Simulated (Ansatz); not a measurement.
# RbNbS3 (model cell, started as cubic perovskite with Nb in the octahedra): from the cell to its phonons, part 2 of 2

Task: relax RbNbS3 (model cell, started as cubic perovskite with Nb in the octahedra), then find its harmonic phonons.

Ansatz 0.2.0; DFT PBE, scalar-relativistic, plane waves, PAW; PAW set soft_1.

So far. Step 3 (Relaxing to small forces for the phonons): The forces vanish by symmetry and the pressure is 0.002 GPa, within the tolerances set. The cell now holds 23.55 Å³/atom. The relaxed cell has a = 4.902 Å (conventional setting).

The structure was built from a prototype and need not be the compound's stable phase.

### Step 4. Modes at Γ

The zone centre comes first: it holds the modes that light can see, as far as symmetry allows. No field response is asked, since the mesh shows no gap.

Contents of input.yaml:

```yaml
crystal:
  lattice:
    - [4.9016615543, 0.0, 0.0]
    - [0.0, 4.9016615543, 0.0]
    - [0.0, 0.0, 4.9016615543]
  atoms:
    - { symbol: Rb, position: [0.0, 0.0, 0.0] }
    - { symbol: Nb, position: [0.5, 0.5, 0.5] }
    - { symbol: S, position: [0.5, 0.5, 0.0] }
    - { symbol: S, position: [0.5, 0.0, 0.5] }
    - { symbol: S, position: [0.0, 0.5, 0.5] }
kpoints:
  mp_grid: { grid: [8, 8, 8] }
hamiltonian:
  xc: pbe
  pseudopotentials: { kind: paw, azcp: { folder: soft_1 } }
scf:
  occupations: { method: methfessel_paxton, width: 0.2 }
output:
  eigenvalues: true
phonons:
  method: dfpt
```

Launch:

```console
$ ansatz run input.yaml --threads 4 --pin off --max-ram 16384MiB --backend cpu --events-out ev --progress --plain --runs-dir out
```

Numbers of over 12 decimals in the logs are rounded to 6 here.

Output:

```text
zone centre: on kpoints.mp_grid the ground state, and the responses unless they are solved on pairs of k-points, stand on 125 of the mesh's 512 k-points, reduced under 8 symmetry operations, with k and −k counted as one. Each operation leaves every solved displacement unchanged or reverses it
[...]
Crystal: 5 atoms, lattice volume = 117.769 Å³
Basis set: ecut = 420 eV, 2325 PW (Γ), exchange–correlation on 72×72×72 points (8 copies of the dense FFT grid, shifted against one another)
Bands: 25, of which v1, the nominal top of the filled ones, is band 20 counted from 1 (19 counted from 0)
Symmetry: 48 space group operations
k-points: 125 of 512 (irreducible under 8 space group operations)
[...]
SCF iter   1: F=—  HF=-10532.555902 eV  |F-HF|=—  |Δ(HF+E_count)|=         —  Δρ=5.74e-2  dr2=8.56e0  ethr=3.10e-3  ⟨swp⟩=6.6  Hψ=16255  notcnv=0
[...]
SCF iter   2: F=—  HF=-10530.951475 eV  |F-HF|=—  |Δ(HF+E_count)|=    1.60e0  S|Δr|=    0.00e0  Δρ=2.85e-2  dr2=1.59e0  ethr=3.10e-3  ⟨swp⟩=7.6  Hψ=28468  notcnv=0  defer=20
automatic band count: the SCF goes on with 30 bands, as 25 were too few: they end inside the smearing window of the response
[...]
SCF iter   3: F=—  HF=-10530.768559 eV  |F-HF|=—  |Δ(HF+E_count)|=   1.83e-1  S|Δr|=    0.00e0  Δρ=1.41e-2  dr2=3.50e-1  ethr=3.10e-3  ⟨swp⟩=2.0  Hψ=5321  notcnv=0  defer=83
[...]
SCF iter  14: F=-10530.663298 eV  HF=-10530.663298 eV  |F-HF|=0.00e0  |Δ(HF+E_count)|=  4.37e-11  S|Δr|=    0.00e0  Δρ=4.57e-8  dr2=4.56e-12  ethr=1.00e-12  ⟨swp⟩=15.4  Hψ=23435  notcnv=0
SCF 1 converged in 14 iterations: F = -10530.663298 eV  dr2 = 4.56e-12
[...]
DFPT response loops at Γ: preconditioner auto → Kerker (q_TF=auto, 2.279 Å⁻¹) (partly filled bands, converged f_vac=0.008); β = 1.00, the filter's whole step (`scf.mixing.beta` (0.50) is not read by the response loops under this deck's `scf.mixing.preconditioner`; to damp them name `kerker` or `kerker_dos`, under which they read `scf.mixing.beta`, and type it under 1.00, their step now; both keys bind the ground state too); Broyden in place of MSR1
SCF converged after 14 iterations
[...]
Free energy (F): -10530.663298 eV
[...]
Internal energy: -10530.661311 eV  (E = F + TS)
E sigma→0 (E₀):  -10530.662801 eV
Entropy (-TS):   -0.001987 eV (-0.397 meV/atom)
Fermi energy:    6.973216 eV
[...]
--- Band table (eV; the first three rows and the last of 125) ---
  k-point 0: bands = [... 16 lower, 5.8205, 6.3276, 6.3276, 6.3276, 6.5210, 6.5210, 6.5210, 8.2866, ... 6 higher]
  k-point 1: bands = [... 16 lower, 5.7366, 5.9912, 6.2794, 6.2794, 6.3359, 7.0893, 7.0893, 8.2946, ... 6 higher]
  k-point 2: bands = [... 16 lower, 5.2969, 5.5499, 6.2339, 6.2339, 6.3563, 7.8950, 7.8950, 8.3103, ... 6 higher]
  k-point 124: bands = [... 16 lower, 3.1086, 7.0838, 7.0838, 7.0838, 9.2923, 9.2923, 9.2923, 11.8792, ... 6 higher]
--- Phonons (Γ-DFPT): 4 representative perturbations + reference, on 125 of 512 k-points (Σ response iterations 12) ---
  k mesh reduced under 8 symmetry operations, with k and −k counted as one. Each operation leaves every solved displacement unchanged or reverses it
  ASR residual: 7.566e-5 → 0.000e0 eV/Å²; symmetrization residual: 1.630e-6 eV/Å²
  ASR residual per site (eV/Å²): 6.18e-6 7.57e-5 1.83e-5 1.83e-5 1.83e-5
  Γ frequencies (cm⁻¹): -58.89 -58.89 -58.89 0.00 0.00 0.00 95.52 95.52 95.52 141.52 141.52 141.52 284.96 284.96 284.96
  non-analytic LO–TO correction: not included (Born effective charges unavailable; polar crystals: no LO–TO splitting at Γ)
```

Wall time 57 s (4 threads of Arm Neoverse V2, shared host); peak memory 1.4 GiB; 3.6 min of CPU time.

Reading the cycles: dr2 is the Hartree energy of the density residual (eV), the measure of convergence; HF is the Harris–Foulkes estimate of the energy, which meets the free energy F at convergence.

Numbers from this step:

```yaml
sum_rule_residual_before_enforcement: 7.57e-5 eV/Å²
point_group: m-3m
highest_optical_mode_at_the_zone_centre_no_lo_to_term: 285.0 cm⁻¹
lowest_optical_zone_centre_mode: -58.89 cm⁻¹
```

Patterns of degenerate modes are one choice out of their space. The modes at Γ (shares of kinetic energy by element, %) (negative means imaginary):

```csv
mode,frequency (cm⁻¹),symmetry,Rb %,Nb %,S %
1,-58.9,T1u,6,63,31
2,-58.9,T1u,6,63,31
3,-58.9,T1u,6,63,31
4,0.0,acoustic,31,34,35
5,0.0,acoustic,31,34,35
6,0.0,acoustic,31,34,35
7,95.5,T1u,63,3,34
8,95.5,T1u,63,3,34
9,95.5,T1u,63,3,34
10,141.5,T2u,0,0,100
11,141.5,T2u,0,0,100
12,141.5,T2u,0,0,100
13,285.0,T1u,0,0,100
14,285.0,T1u,0,0,100
15,285.0,T1u,0,0,100
```

Displacements in mode 2 (-58.9 cm⁻¹), the largest set to 1:
```
Rb1 -0.31  0.01 -0.03
Nb2  1.00 -0.03  0.11
S3  -0.72  0.02 -0.07
S4  -0.72  0.02 -0.08
S5  -0.63  0.02 -0.08
```

Displacements in mode 11 (141.5 cm⁻¹), the largest set to 1:
```
Rb1  0.00  0.00  0.00
Nb2  0.00  0.00  0.00
S3  -0.02 -0.01  0.00
S4   0.02  0.00 -1.00
S5   0.00  0.01  1.00
```

Before it was imposed, the acoustic sum rule was missed by 7.6e-5 eV/Å². Small misses are needed for a sound result but don't prove that mesh and cutoff are converged. The lowest optical mode is imaginary, 58.9i cm⁻¹, so the energy falls along it.

### Step 5. Phonons on a q mesh

Stability and thermal properties need the whole zone. Linear response on a 2×2×2 q mesh gives force constants as far as a supercell of that size would.

Edit input.yaml of step 4 so:

```diff
@@ -22 +22,8 @@
   method: dfpt
+  qmesh: [2, 2, 2]
+  temperatures: { t_max: 1000, t_step: 50 }
+  qpath:
+    path:
+      - [[0.0, 0.0, 0.0], [0.0, 0.5, 0.0], [0.5, 0.5, 0.0], [0.0, 0.0, 0.0], [0.5, 0.5, 0.5], [0.0, 0.5, 0.0]]
+      - [[0.5, 0.5, 0.5], [0.5, 0.5, 0.0]]
+    npoints: 10
```

Output:

```text
[...]
Crystal: 5 atoms, lattice volume = 117.769 Å³
Basis set: ecut = 420 eV, 2325 PW (Γ), exchange–correlation on 72×72×72 points (8 copies of the dense FFT grid, shifted against one another)
Bands: 25, of which v1, the nominal top of the filled ones, is band 20 counted from 1 (19 counted from 0)
Symmetry: 48 space group operations
k-points: 35 of 512
[...]
SCF iter   1: F=—  HF=-10532.555901 eV  |F-HF|=—  |Δ(HF+E_count)|=         —  Δρ=5.74e-2  dr2=8.56e0  ethr=3.10e-3  ⟨swp⟩=6.5  Hψ=4536  notcnv=0
[...]
SCF iter  14: F=-10530.663298 eV  HF=-10530.663298 eV  |F-HF|=1.82e-12  |Δ(HF+E_count)|=  2.36e-11  S|Δr|=    0.00e0  Δρ=2.99e-8  dr2=1.48e-12  ethr=1.00e-12  ⟨swp⟩=14.7  Hψ=6385  notcnv=0
SCF 1 converged in 14 iterations: F = -10530.663298 eV  dr2 = 1.48e-12
[...]
SCF iter   9: F=-10530.663298 eV  HF=-10530.663298 eV  |F-HF|=3.64e-12  |Δ(HF+E_count)|=  1.82e-12  S|Δr|=    0.00e0  Δρ=5.18e-8  dr2=2.76e-12  ethr=1.00e-12  ⟨swp⟩=1.9  Hψ=2065  notcnv=0
SCF 2 converged in 9 iterations: F = -10530.663298 eV  dr2 = 2.76e-12
phonons: the bands overlap, so this run is a metal and interpolates without the dipole-dipole term. If the crystal is really an insulator or semiconductor, its LO-TO splitting is missing
NSCF: frozen V_eff on 35 k-points
WARN: eigensolver did not converge in 3 slots of this pass, the one above among them; of largest residual over every band (k=10): 1 band(s) unlocked (lowest unlocked band 29, counted from 0; max residual 8.84e-5 eV among the unlocked bands, 8.84e-5 eV over every band); of lowest unlocked band (k=10): band 29
[...]
DFPT response loops at q = (0, 0, 0) (fractional): preconditioner auto → Kerker (q_TF=auto, 2.279 Å⁻¹) (partly filled bands, converged f_vac=0.008); β = 1.00, the filter's whole step (`scf.mixing.beta` (0.50) is not read by the response loops under this deck's `scf.mixing.preconditioner`; to damp them name `kerker` or `kerker_dos`, under which they read `scf.mixing.beta`, and type it under 1.00, their step now; both keys bind the ground state too); Broyden in place of MSR1
[...]
SCF converged after 14 iterations
[...]
Free energy (F): -10530.663298 eV
[...]
Internal energy: -10530.661311 eV  (E = F + TS)
E sigma→0 (E₀):  -10530.662801 eV
Entropy (-TS):   -0.001987 eV (-0.397 meV/atom)
Fermi energy:    6.973216 eV
[...]
--- Band table (eV; the first three rows and the last of 35) ---
  k-point 0: bands = [... 16 lower, 5.8205, 6.3276, 6.3276, 6.3276, 6.5210, 6.5210, 6.5210, 8.2866, ... 6 higher]
  k-point 1: bands = [... 16 lower, 5.7366, 5.9912, 6.2794, 6.2794, 6.3359, 7.0893, 7.0893, 8.2946, ... 6 higher]
  k-point 2: bands = [... 16 lower, 5.2969, 5.5499, 6.2339, 6.2339, 6.3563, 7.8950, 7.8950, 8.3103, ... 6 higher]
  k-point 34: bands = [... 16 lower, 3.1086, 7.0838, 7.0838, 7.0838, 9.2923, 9.2923, 9.2923, 11.8792, ... 6 higher]
--- Phonons (Γ-DFPT): 4 representative perturbations + reference (Σ response iterations 12) ---
  ASR residual: 4.733e-5 → 0.000e0 eV/Å²; symmetrization residual: 2.063e-6 eV/Å²
  ASR residual per site (eV/Å²): 6.03e-6 4.73e-5 1.12e-5 1.12e-5 1.12e-5
[...]
--- Phonons (arbitrary-q DFPT): 4 irreducible q on the 2×2×2 mesh ---
  q = [0.0000, 0.0000, 0.0000] (star 1, of the zone-centre solve; hermiticity 6.33e-7, symmetrization 1.01e-12): -58.89 -58.89 -58.89 -0.00 -0.00 0.00 95.52 95.52 95.52 141.52 141.52 141.52 284.96 284.96 284.96
  q = [0.0000, 0.0000, -0.5000] (star 3, 9 solved perturbations in 975 linear systems a pass and spin channel, the states on 125 of 512 k-point pairs; hermiticity 5.68e-7, symmetrization 1.47e-13): -61.20 -61.20 71.43 71.43 78.59 100.45 100.45 148.88 158.04 167.49 167.49 228.19 271.97 271.97 373.45
[...]
sum rule: each row above includes the acoustic sum rule's correction from the zone centre's row sums; it moved no ω² by more than (0.37 cm⁻¹)²
  mesh force constants: q→R imaginary residual 4.77e-18; ASR residual 4.733e-5 → 0.000e0 eV/Å²; symmetrization residual 1.155e-14 eV/Å²
  interpolated dispersion: 62 rows × 15 modes
  density of states and harmonic sums: on the 14×14×14 q-mesh, interpolated from the force constants of a 2×2×2 supercell (no non-analytic term)
  largest difference from the sums on the solved wave vectors: F 3.01e-1 eV, S 4.23e-4 and C_V 1.27e-4 eV/K
  zero-point energy: 0.135513 eV/cell   skipped modes (ω ≤ 0): 154, of them read as no rigid motion or as one in doubt: 151 (1.075e0 modes/cell left out, lowest -237.79 cm⁻¹)   left out of the sums: 7.18e-2 of the cell's modes: C_V's classical limit lies that fraction below 3 k_B per atom; for a crystal, a wire or a layer, F and S can be off by more, and a phonons.interpolated_qmesh denser along its periods is the remedy for the sampling
```

Elapsed: 4 min, on 4 threads; peak memory 1.3 GiB.

Numbers from this step:

* sum-rule residual before enforcement: 4.73e-5 eV/Å²
* lowest frequency on the path: -237.8 cm⁻¹
* highest frequency on the path or at a solved wavevector: 440.3 cm⁻¹
* lowest mode on the q mesh (acoustic modes at Γ apart): -237.8 cm⁻¹

Frequencies (cm⁻¹) solved at each irreducible wavevector; negative means imaginary. Frequencies by wavevector, by row:

```csv
q in reciprocal lattice units,star,mode 1,mode 2,mode 3,mode 4,mode 13,mode 14,mode 15
0 0 0,1,-58.9,-58.9,-58.9,0,285,285,285
0 0 -0.5,3,-61.2,-61.2,71.4,71.4,272,272,373.4
0 -0.5 -0.5,3,-73.3,-71.5,67.6,70.6,217.6,253.4,412.7
-0.5 -0.5 -0.5,1,-237.8,-237.8,60.7,60.7,214.8,214.8,440.3
```

Interpolated from a 2×2×2 q mesh. The phonon branches at the labelled points (cm⁻¹):

```csv
point,branch 1,branch 2,branch 3,branch 4,branch 12,branch 13,branch 14,branch 15
Γ,-59,-59,-59,0,142,285,285,285
halfway,-56,-56,50,50,162,280,280,326
X,-61,-61,71,71,228,272,272,374
halfway,-66,64,68,73,202,226,264,396
M,-73,-72,68,71,218,218,253,413
halfway,-60,40,66,75,190,239,273,365
Γ,-59,-59,-59,0,142,285,285,285
halfway,40,40,74,88,192,217,217,400
R,-238,-238,61,61,215,215,215,440
halfway,39,47,70,73,197,203,224,422
X,-61,-61,71,71,228,272,272,374
jump to R,-238,-238,61,61,215,215,215,440
halfway,-176,-57,64,72,216,217,217,435
M,-73,-72,68,71,218,218,253,413
```

Tetrahedra on a 14×14×14 mesh, mean over bins of 10 cm-1. Interpolated from a 2×2×2 q mesh. Phonon density of states against wavenumber; read off at these points:

```csv
wavenumber (cm⁻¹),phonon density of states (1/cm⁻¹/cell)
-235,1.2e-4
-215,9.3e-4
-185,0.0015
-165,0.0017
-145,0.00191
-115,0.00219
-95,0.00224
-75,0.00317
-45,0.0164
-25,0.00803
-5,0.00662
25,0.00878
45,0.0260
65,0.0746
75,0.169
95,0.0566
105,0.0674
115,0.0543
145,0.0655
165,0.0593
185,0.0464
215,0.0692
235,0.0153
255,0.0205
285,0.00451
305,0.00124
325,0.00209
355,0.00423
375,0.00878
395,0.0118
425,0.0105
445,3.1e-4
```

The partial phonon density of states has structure finer than the step of the table below, so its rows give means over 20 cm⁻¹, whole bins alone (the curve runs from -238 to 463 cm⁻¹). Peaks (cm⁻¹: height): Nb -61.6: 0.0152, -21.9: 0.0106, 22.2: 0.00853, 101.6: 0.0303, 150.1: 0.0319, 185.4: 0.0208, 220.7: 0.0177; Rb 70.7: 0.129; S 101.6: 0.0557, 141.3: 0.0475, 207.4: 0.0527, 264.8: 0.0253, 410.3: 0.0137.

Phonopy on the run's constants, 11x11x11 mesh, Gaussian sigma 5.0 cm-1. Interpolated from a 2×2×2 q mesh. Table of partial phonon density of states by wavenumber; means over each step; values in 1/cm⁻¹/cell:

```csv
wavenumber (cm⁻¹),Nb,Rb,S
-220,0,0,8.8e-4
-200,0,0,0.00108
-180,0,0,0.00220
-160,0,0,0.00123
-140,0,0,0.00255
-120,3.4e-6,3.4e-6,9.3e-4
-100,1.1e-5,1.8e-5,0.00292
-80,0.00159,2.7e-5,0.00320
-60,0.0109,1.4e-4,0.00318
-40,0.00403,1.9e-4,0.00233
-20,0.00966,4.5e-4,0.00176
0,0.00362,2.1e-4,2.9e-4
20,0.00772,0.00166,0.00270
40,0.00351,0.00986,0.00951
60,0.00227,0.0460,0.0121
80,0.00350,0.0689,0.0182
100,0.0204,0.0166,0.0443
120,0.00419,0.00279,0.0377
140,0.0136,0.00100,0.0451
160,0.0172,8.1e-4,0.0434
180,0.0156,6.3e-4,0.0355
200,0.0154,3.7e-4,0.0416
220,0.0153,1.5e-4,0.0358
240,0.00124,1.1e-5,0.0151
260,3.2e-5,7.8e-6,0.0223
280,1.5e-5,7.3e-6,0.0138
300,0,0,0.00135
320,0,0,0.00189
340,0,0,0.00308
360,0,0,0.00510
380,0,0,0.00925
400,0,0,0.0124
420,0,0,0.0117
440,0,0,0.00530
```

Symmetry leaves 4 wavevectors to solve. The lowest mode among them, the acoustic zeros apart, lies at q = (-0.5, -0.5, -0.5) and is imaginary, 237.8i cm⁻¹, so the energy falls along it.

### Step 6. Results

| Property | Result |
| --- | --- |
| space group after relaxation (within 0.01 Å) | Pm-3m |
| volume per atom | 23.6 Å³ |
| electronic character | no gap on this mesh |
| highest optical mode at the zone centre (no LO-TO term) | 285 cm⁻¹ |
| lowest optical zone-centre mode | -58.9 cm⁻¹ |
| lowest mode on the q mesh (acoustic modes at Γ apart) | -238 cm⁻¹ |
| highest frequency on the path or at a solved wavevector | 440 cm⁻¹ |
| imaginary modes on the 2×2×2 q mesh | yes |

Modes are clearly imaginary (beyond 10i cm⁻¹) at 4 of the 4 irreducible wavevectors, most at q = (-0.5, -0.5, -0.5) (237.8i cm⁻¹), so this structure is not a minimum of the energy. The optical modes at Γ span -59 to 285 cm⁻¹ (negative means imaginary). The highest mode in this list at Γ, 285.0 cm⁻¹, is mostly motion of S (100 % of the kinetic energy). With no gap, or one that is small against the smearing, the frequencies hang on the k mesh and the smearing, most of all near Kohn anomalies. A phonon run warned that its eigensolver left some bands unconverged in a pass. The starting cell was built on a prototype and not taken from a measurement, so the phase need not exist. These are harmonic frequencies at zero temperature: anharmonic shifts, linewidths and thermal expansion are left out.

[Logs are printed without paths, hosts, clocks, repeated set-up lines and the standing remarks that a program may print on its own settings, such as how far it seeks lower states.]

[Hosts, paths, dates, database ids (printed as entryN), source tags and the programs' standing remarks are cut or masked in the printed files.]
